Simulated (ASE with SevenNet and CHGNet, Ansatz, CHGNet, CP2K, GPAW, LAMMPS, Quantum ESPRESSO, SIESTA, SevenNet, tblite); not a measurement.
## Machine-learned potentials runs on liquid Si0.5Ge0.5 at 2500 K (104 atoms)

Wanted: machine-learned potentials inputs and outputs for liquid Si0.5Ge0.5 at 2500 K (104 atoms), checked against a plane-wave reference.

Main program and level: ASE with SevenNet and CHGNet; the method is named at each step.

## (1) The structure

The cell holds 104 atoms: 52 Si and 52 Ge. Its edges and angles: a = 13.176 Å, b = 13.176 Å, c = 13.176 Å, α = 90.0°, β = 90.0°, γ = 90.0°. 104 atoms (52 Si, 52 Ge) placed at random at 3.8 g/cm³, melted at 3500 K for 10 ps at fixed volume with the Tersoff potential (Tersoff, Phys. Rev. B 39, 5566 (1989)). Snapshot at the end of a hold of 5 ps at 2500 K and fixed volume.

The yardstick, on the same geometry:

```
method                 : Kohn-Sham DFT, PBE, SSSP efficiency 1.3.0 pseudopotentials, plane waves (Quantum ESPRESSO 7.5); sssp-pbe-1.3.0-efficiency, cutoffs 45/360 Ry, Γ point
r.m.s. force component : 0.9838 eV/Å
longest force          : 4.719 eV/Å
pressure               : 1.132 GPa
time                   : 9 min on 4 MPI ranks of Arm Neoverse V2, shared host
CPU time               : 36 min
```

## (2) SevenNet 0 potential

Method: machine-learned interatomic potential SevenNet 0, trained on PBE(+U) plane-wave data.

The input, run.py:

```python
import numpy as np
from ase.io import read
import mlip  # loads the published weights by name

atoms = read("structure.xyz")
atoms.calc = mlip.calc("7net-0")
energy = atoms.get_potential_energy()
forces = atoms.get_forces()
print(f"energy {energy:.6f} eV")
print("forces (eV/A)")
for i, (a, f) in enumerate(zip(atoms, forces)):
    print(f"{i:4d} {a.symbol:2s} {f[0]:10.5f} {f[1]:10.5f} {f[2]:10.5f}")
stress = -atoms.get_stress(voigt=False) * 160.21766
print("stress (GPa, compression positive)")
for row in stress:
    print(" ".join(f"{x:10.4f}" for x in row))
```

The input, structure.xyz:

```xyz
104
Lattice="13.17580 0.00000 0.00000 0.00000 13.17580 0.00000 0.00000 0.00000 13.17580" Properties=species:S:1:pos:R:3 pbc="T T T"
Si 11.98444 7.52562 7.53050
Si 7.13759 10.10702 7.40388
Si 1.35987 5.70828 0.95432
Si 6.95155 8.54609 3.48039
Si 0.12148 6.64350 3.71215
Si 1.26659 3.81861 6.59620
Si 7.88453 11.94887 8.89235
Si 9.95181 7.94053 2.47969
Si 6.31648 10.00834 0.83732
Si 9.60713 5.12776 12.33163
Si 2.17572 3.37050 4.34472
Si 0.75128 9.53928 0.64785
Si 6.49422 3.58316 11.86191
Si 11.07439 12.39816 0.82322
Si 9.18696 7.33207 0.13769
Si 4.05551 0.94800 4.19939
Si 3.17221 9.29843 4.94962
Si 8.35873 0.23980 11.10878
Si 11.60972 6.12385 2.03882
Si 2.66454 0.70754 11.80394
Si 0.33770 0.28921 11.93280
Si 0.86973 12.33532 8.26057
Si 2.05569 1.76029 2.66270
Si 7.01928 6.45430 6.18472
Si 6.79133 4.21204 9.68514
Si 12.22846 10.60533 5.03092
Si 10.72326 10.23443 2.27889
Si 4.86345 3.46985 4.55382
Si 5.55834 0.65444 2.32724
Si 3.82441 6.79911 7.91931
Si 2.72844 4.74500 12.27958
Si 0.77157 8.55307 5.12934
Si 4.92063 5.04132 13.09358
Si 8.94479 7.04694 4.60178
Si 2.29905 2.08454 8.22842
Si 4.83051 7.14682 5.86270
Si 7.86450 1.85858 1.54249
Si 9.32570 10.80969 11.64148
Si 5.38640 7.18964 12.20448
Si 3.97659 9.04295 12.59317
Si 9.67986 11.23118 4.56937
Si 0.08274 1.05248 2.86495
Si 10.11348 1.54381 10.36408
Si 12.52623 11.83134 10.27001
Si 0.10159 11.85967 0.21015
Si 2.85902 12.92335 5.57969
Si 4.35302 5.86942 3.96934
Si 9.94931 3.28077 8.48825
Si 8.72172 0.06127 0.31082
Si 2.98603 11.83727 7.83104
Si 7.80416 1.63024 4.22983
Si 8.45886 8.55057 6.55114
Ge 0.79450 12.21963 3.82401
Ge 2.09693 9.73191 9.23597
Ge 6.93034 7.76621 1.06513
Ge 1.58623 8.48522 11.64398
[... 44 atom lines left out ...]
Ge 1.40177 6.06416 10.81312
Ge 4.62760 10.58412 10.84342
Ge 12.99345 7.45342 0.02635
Ge 11.17163 7.75343 9.65325
```

On the command line:

```sh
$ OMP_NUM_THREADS=1 python run.py > output.txt
```

Log:

```text
energy -472.680542 eV
forces (eV/A)
   0 Si    0.80508   -1.49313   -1.43768
   1 Si   -1.77559    1.42772    0.98695
   2 Si   -0.01970   -1.02147   -0.43838
   3 Si    0.22855   -1.04321    0.09485
   4 Si   -1.43794    0.65643    1.26417
   5 Si    0.15739   -0.55529    0.28979
   6 Si    0.15352   -0.32979    0.01789
   7 Si   -0.04320   -0.44601   -0.12878
   8 Si    0.86996    0.49917   -0.31528
   9 Si    0.26840    0.10172    0.60411
  10 Si    0.82863    1.14165    0.29779
  11 Si    0.25813    1.15751    0.21015
  12 Si   -0.42790    0.24850    1.40052
  13 Si   -0.61156   -0.57665    0.25826
  14 Si    0.20356    0.46702    0.53994
  15 Si    1.46813    1.84022   -0.85300
  16 Si   -0.62240    0.72300    1.49723
  17 Si    0.24670   -1.24093   -0.70173
  18 Si    1.94188    3.94526   -0.10009
  19 Si    0.04523    0.86152    1.05948
  20 Si   -0.23147    0.61577   -1.56193
  21 Si   -2.07753   -0.54933    1.00128
  22 Si    2.00019    1.42704    0.54686
  23 Si    0.24540   -0.40794    0.35027
[...]
96 Ge    0.06806   -0.46546    0.82126
  97 Ge   -0.42740    0.24579   -1.50036
  98 Ge   -1.88104    0.21902   -0.11595
  99 Ge   -0.87988    1.72796   -1.35305
 100 Ge    0.19659    0.25826   -0.87779
 101 Ge   -1.04618    1.13429    0.19622
 102 Ge   -0.78315   -1.58112    0.11360
 103 Ge    0.11048   -0.31845    1.76712
stress (GPa, compression positive)
    0.7359    -0.0149    -0.2926
   -0.0149     0.9463    -0.7729
   -0.2926    -0.7729     0.3062
```

Elapsed: 7.2 s, on 1 thread of Arm Neoverse V2, shared host; peak memory 0.81 GiB.

Banners, paths, timers and routine set-up lines are dropped from the logs unmarked, and long logs keep their key lines alone; longer cuts are marked.

Numbers from this run, and their distance from the reference:

- r.m.s. force component: 0.9336 eV/Å
- r.m.s. difference of force components: 255.7 meV/Å
- longest difference of force vectors: 809.3 meV/Å
- force difference over r.m.s. force: 25.99 %
- slope of forces against the reference's: 0.9165
- correlation of force components: 0.9658
- pressure: 0.6628 GPa
- pressure difference: -0.4692 GPa

Length of the force difference by element (eV/Å):

| element | atoms | mean | most |
| --- | --- | --- | --- |
| Ge | 52 | 0.41 | 0.75 |
| Si | 52 | 0.40 | 0.81 |

Local excerpt of 9 atoms (numbers count through the whole input) about Si33, picked at random; x, y, z are measured from there.

| atom | x | y | z | distance (Å) | bonds | Fx | Fy | Fz (eV/Å) |
| --- | --- | --- | --- | --- | --- | --- | --- | --- |
| Si33 | 0.00 | 0.00 | 0.00 | 0.00 | 4 | -0.19 | -0.61 | -2.31 |
| Ge88 | 0.93 | 0.34 | 2.03 | 2.26 | 4 | 0.49 | 0.38 | 1.62 |
| Si31 | -2.19 | -0.30 | -0.81 | 2.36 | 4 | -0.19 | 0.18 | 1.05 |
| Si39 | 0.47 | 2.15 | -0.89 | 2.37 | 4 | 0.51 | 0.37 | 0.12 |
| Si13 | 1.57 | -1.46 | -1.23 | 2.47 | 4 | -0.43 | 0.25 | 1.40 |
| Ge66 | 3.07 | -0.62 | 1.14 | 3.33 | 5 | 0.39 | -0.88 | -0.34 |
| Ge55 | 2.01 | 2.72 | 1.15 | 3.57 | 5 | 0.23 | -0.97 | -0.44 |
| Si3 | -3.56 | 0.67 | 1.04 | 3.77 | 4 | -0.02 | -1.02 | -0.44 |
| Ge77 | -2.23 | -2.08 | -2.34 | 3.85 | 3 | -0.09 | -0.90 | -0.57 |

Atoms are counted from 1 here, from 0 in the log.

Forces lie 26 % from the reference's, at 0.0033 times its CPU time (on 1 against 4 cores).

## (3) CHGNet 0.3.0 potential

Method: machine-learned interatomic potential CHGNet 0.3.0, trained on PBE(+U) plane-wave data.

Changes to run.py since step 2:

```diff
@@ -5,3 +5,3 @@
 atoms = read("structure.xyz")
-atoms.calc = mlip.calc("7net-0")
+atoms.calc = mlip.calc("chgnet-0.3.0")
 energy = atoms.get_potential_energy()
```

structure.xyz is that of step 2.

Log:

```text
CHGNet v0.3.0 initialized with 412,525 parameters
CHGNet will run on cpu
energy -479.453064 eV
forces (eV/A)
   0 Si    0.78497   -1.55089   -1.09410
   1 Si   -1.71178    1.17997    0.83881
   2 Si    0.04639   -0.71107   -0.18422
   3 Si    0.23498   -1.03853    0.08850
   4 Si   -1.27678    0.48415    1.05990
   5 Si    0.11044   -0.63400    0.31211
   6 Si    0.01753   -0.35507    0.02862
   7 Si   -0.13045   -0.54360   -0.25675
   8 Si    1.01215    0.56205   -0.51881
   9 Si    0.04876    0.37472    0.58082
  10 Si    0.80091    0.94837    0.75918
  11 Si    0.49572    0.83682    0.08125
  12 Si   -0.34045    0.26158    1.03983
  13 Si   -0.74637   -0.53086    0.34303
  14 Si    0.30935    0.28205    0.32726
  15 Si    1.24622    1.90413   -1.06169
  16 Si   -0.66557    0.33546    0.99118
  17 Si    0.20951   -1.05826   -0.59334
  18 Si    2.26963    4.13294   -0.34254
  19 Si   -0.17876    0.66107    0.91328
  20 Si   -0.12171    0.72174   -1.64220
  21 Si   -1.85886   -0.31311    0.68388
  22 Si    2.18847    1.63804    0.35697
  23 Si    0.49668   -0.08644    0.54006
[...]
96 Ge    0.04859   -0.31844    0.37882
  97 Ge   -0.30797    0.00795   -1.13371
  98 Ge   -1.82867    0.50879   -0.06646
  99 Ge   -1.00168    1.75109   -1.57694
 100 Ge    0.27733    0.07975   -0.80336
 101 Ge   -0.86108    0.93194   -0.02819
 102 Ge   -0.54494   -1.09910    0.24359
 103 Ge    0.03303   -0.16558    1.39739
stress (GPa, compression positive)
    0.3958     0.2911    -0.3357
    0.2911     0.6247    -0.7166
   -0.3357    -0.7166    -0.3390
```

The job ended after 3.5 s (1 thread; peak memory 0.83 GiB).

Numbers from this run, and their distance from the reference:

| Item | Value |
| --- | --- |
| r.m.s. force component | 0.8891 eV/Å |
| r.m.s. difference of force components | 305.2 meV/Å |
| longest difference of force vectors | 1237 meV/Å |
| force difference over r.m.s. force | 31.02 % |
| slope of forces against the reference's | 0.8602 |
| correlation of force components | 0.9519 |
| pressure | 0.2272 GPa |
| pressure difference | -0.9048 GPa |

Against the first run (26 %), the force difference from the reference is 31 %, at 0.48 times the CPU time.

## (4) SevenNet l3i5 potential

Method: machine-learned interatomic potential SevenNet l3i5, trained on PBE(+U) plane-wave data.

Changes to run.py since step 3:

```diff
@@ -5,3 +5,3 @@
 atoms = read("structure.xyz")
-atoms.calc = mlip.calc("chgnet-0.3.0")
+atoms.calc = mlip.calc("7net-l3i5")
 energy = atoms.get_potential_energy()
```

structure.xyz is that of step 3.

Log:

```text
energy -471.770752 eV
forces (eV/A)
   0 Si    0.49444   -1.43276   -1.13194
   1 Si   -1.59825    1.35066    0.87452
   2 Si    0.51231   -1.10731   -0.31971
   3 Si    0.06272   -1.07881    0.23348
   4 Si   -1.51320    0.38616    1.32589
   5 Si    0.19230   -0.81985    0.13323
   6 Si    0.15194   -0.16384   -0.10030
   7 Si   -0.00763   -0.59767   -0.26364
   8 Si    0.81760    0.58037   -0.27245
   9 Si    0.27504    0.43481    0.82208
  10 Si    0.96745    0.73809    0.27505
  11 Si    0.45525    1.53936    0.07225
  12 Si   -0.29399    0.39073    1.16896
  13 Si   -0.77421   -0.71274    0.31322
  14 Si    0.51478    0.07584    0.37536
  15 Si    1.37031    1.91354   -0.99224
  16 Si   -0.63960    0.47871    1.19824
  17 Si    0.25320   -1.17326   -0.52320
  18 Si    2.30502    4.31506   -0.09599
  19 Si   -0.12254    0.50615    0.98097
  20 Si    0.04903    0.65517   -1.41081
  21 Si   -1.49647   -0.64036    0.59855
  22 Si    2.04868    1.30880    0.71924
  23 Si    0.20664   -0.04879    0.30308
[...]
96 Ge   -0.06348   -0.37326    0.82774
  97 Ge   -0.26148    0.19551   -1.36618
  98 Ge   -1.96010    0.26774   -0.40215
  99 Ge   -0.76197    1.49432   -1.26696
 100 Ge    0.45391    0.02151   -1.13725
 101 Ge   -1.14740    1.32210    0.15050
 102 Ge   -0.96110   -1.38557    0.09087
 103 Ge    0.34860   -0.58658    1.41718
stress (GPa, compression positive)
    0.7831     0.1551    -0.1233
    0.1551     1.0903    -0.7955
   -0.1233    -0.7955     0.3470
```

The job ended after 8.7 s (1 thread; peak memory 1.2 GiB).

Numbers from this run, and their distance from the reference:

| Item | Value |
| --- | --- |
| r.m.s. force component | 0.9564 eV/Å |
| r.m.s. difference of force components | 227 meV/Å |
| longest difference of force vectors | 913.5 meV/Å |
| force difference over r.m.s. force | 23.07 % |
| slope of forces against the reference's | 0.9459 |
| correlation of force components | 0.973 |
| pressure | 0.7401 GPa |
| pressure difference | -0.3919 GPa |

Against the first run (26 %), the force difference from the reference is 23 %, at 1.2 times the CPU time.

## (5) The ladder

Differences are against the plane-wave reference, forces as r.m.s. over components; share is that over the reference's r.m.s. force, slope the least-squares factor from reference forces to these. Total energies of different programs have different zeros and aren't compared.

| run | Δ force, r.m.s. (meV/Å) | share (%) | slope | Δ pressure (GPa) | cores | CPU time | memory (GiB) |
| --- | --- | --- | --- | --- | --- | --- | --- |
| reference | - | - | - | - | 4 | 36 min | 6.7 |
| SevenNet 0 potential | 256 | 26.0 | 0.916 | -0.469 | 1 | 7.2 s | 0.81 |
| CHGNet 0.3.0 potential | 305 | 31.0 | 0.860 | -0.905 | 1 | 3.5 s | 0.83 |
| SevenNet l3i5 potential | 227 | 23.1 | 0.946 | -0.392 | 1 | 8.7 s | 1.2 |

Times of the machine-learned potentials are mostly Python's start and the loading of weights.

CPU time is summed over cores on a shared host, where runs went side by side, so it is rough. Symmetry, cutoffs, thresholds, outputs and thread counts weren't matched or tuned between programs; memory under MPI is the largest rank's times the ranks.

## (6) Results

| Property | Result |
| --- | --- |
| nearest in forces | SevenNet l3i5 potential, 23 % |
| its CPU time | 8.7 s |

In words: Machine-learned potentials differ by 23 % (SevenNet l3i5 potential) to 31 % (CHGNet 0.3.0 potential); they were trained on other programs' data. The reference's pressure holds the uncorrected Pulay stress of its 45 Ry basis, so small pressure differences, and their order, may be the reference's own error. The frame stands for 2500 K, but pressures are static and levels are smeared at 580 K, under the temperature of the frame, which matters where levels are partly filled. Machine-learned potentials mimic data converged in k, so the reference's own k-point error enters their differences. The network of bonds at the start is that of the classical potential that made the cell, and needn't be the one that DFT or experiment would give. The electronic-structure runs sample only Γ, in a cell whose shortest periodic width is 13 Å, which is coarse for a cell with partly filled levels.

[Also dropped from logs without a mark: logging warnings of Python, and SIESTA's first energy breakdown and zero terms.]

[Logs are printed without paths, hosts, clocks, repeated set-up lines and the standing remarks that a program may print on its own settings, such as how far it seeks lower states.]

[Hosts, paths, dates, database ids (printed as entryN), source tags and the programs' standing remarks are cut or masked in the printed files.]
